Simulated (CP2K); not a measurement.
Two runs for the O K edge of cyclobutanone. Run A: CP2K XAS_TDP, all-electron GAPW, PBEh(45%), aug-cc-pVDZ, TDA, no relativity. Run B differs in one setting.

First lines with a strength over 0.0015. A:

| atom | energy (eV) | states | strength, one atom |
| --- | --- | --- | --- |
| O1 (bonded to C) | 526.70 | 1 | 0.0434 |
|  | 532.14 | 1 | 0.0034 |
|  | 533.84 | 1 | 0.0017 |
|  | 534.21 | 1 | 0.0057 |
|  | 534.50 | 1 | 0.0017 |

B:

| atom | energy (eV) | states | strength, one atom |
| --- | --- | --- | --- |
| O1 (bonded to C) | 532.33 | 1 | 0.0488 |
|  | 539.12 | 1 | 0.0059 |
|  | 540.48 | 1 | 0.0020 |
|  | 540.83 | 1 | 0.0058 |
|  | 541.18 | 1 | 0.0067 |

**Question.** Which was it: the basis, the functional, scalar relativity switched on, GW2X switched on?

The functional (functional from PBEh(45%) to PBEh(60%); the lines alone don't name the new value). A functional moves all lines by electronvolts and changes their spacings and strengths. Against PBEh(45%) in aug-cc-pVDZ, the leading line moves by +5.63 eV, to 532.33 eV; the strength of O1's goes from 0.0434 to 0.0488. The next line of O1 over the strength cut lies 6.79 eV higher, against 5.44.

[Hosts, paths, dates, database ids (printed as entryN), source tags and the programs' standing remarks are cut or masked in the printed files.]
